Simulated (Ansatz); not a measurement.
## Cu (fcc): bulk modulus from a few volumes

How stiff is fcc Cu under hydrostatic load? Each row relaxes cell and atoms at a set pressure. The phase is followed to these pressures whether or not it stays the stable one.

Calculated with Ansatz 0.2.0, PBEsol, PAW files of the set soft_1, cutoff 600 eV, Fermi–Dirac smearing 0.05 eV, k-mesh 21×21×21, no spin polarisation, no spin-orbit coupling.

Reference cell, relaxed at zero pressure with PBEsol (Fm-3m): a = 2.5192 Å, b = 2.5192 Å, c = 2.5192 Å, α = 60.00°, β = 60.00°, γ = 60.00°.

```
atom       x       y       z
  Cu  0.0000  0.0000  0.0000
```

| V (Å³/atom) | V/V0 | P (GPa) | E − E0 (meV/atom) |
| --- | --- | --- | --- |
| 11.5952 | 1.0257 | −4.004 | 3.7 |
| 10.9958 | 0.9727 | 5.002 | 4.7 |
| 10.7303 | 0.9492 | 10.005 | 17.0 |
| 10.4979 | 0.9286 | 15.000 | 35.1 |
| 9.9353 | 0.8789 | 29.994 | 112.8 |

V0 = 11.3046 Å³ an atom, where the residual pressure P0 is +0.006 GPa. **Question.** Fit the Birch–Murnaghan law and give the pressure and the energy at V = 10.2910 Å³ an atom, a row left out above.

With the Eulerian strain f = ½[(V0/V)^(2/3) − 1] and F = (P − P0)/[3f(1 + 2f)^(5/2)], the third-order law is the line F = B0 + (3/2) B0 (B′ − 4) f.

```csv
f,F (GPa)
0.04495,179.34
0.02530,174.64
0.01768,172.78
0.00932,170.66
−0.00839,166.21
```

A straight line through the 5 rows: the means are 0.01777 for f and 172.73 for F, Σ(Δx)² = 0.001551 and ΣΔxΔy = 0.3821, so the slope is 0.3821/0.001551 = 246.32 and the intercept 172.73 − (246.32)(0.01777) = 168.35.

Hence B0 = 168.3 GPa and B′ = 4 + (246.3)/(1.5 × 168.3) = 4.98. For the withheld volume f = 0.03231, F = 176.31 GPa and P = 19.99 GPa. The run itself gives 20.00 GPa, so the estimate misses by 0.01 GPa, a rounding's worth.

Integrating the same law gives E − E0 = (9/2) B0 V0 f²[1 + (B′ − 4) f] + P0(V0 − V), with 1 GPa Å³ = 6.2415 meV: 57.6 meV an atom. The run itself gives 57.6 meV, so the estimate misses by 0.0 meV, a rounding's worth.

Measured volume: 11.791 Å³ an atom (doi:10.1007/BF01174717, 293 K), so V0 is −4.1 % off. A stiffness follows the volume as d ln B/d ln V = −B′, which moves B0 by about −19 % when it is taken at the measured volume.

Measured bulk modulus: 142 GPa (arxiv:2302.10659), against 168 GPa here (+19 %).

The calculation is for a static lattice, while measurements hold thermal and zero-point motion.

[Logs are printed without paths, hosts, clocks, repeated set-up lines and the standing remarks that a program may print on its own settings, such as how far it seeks lower states.]
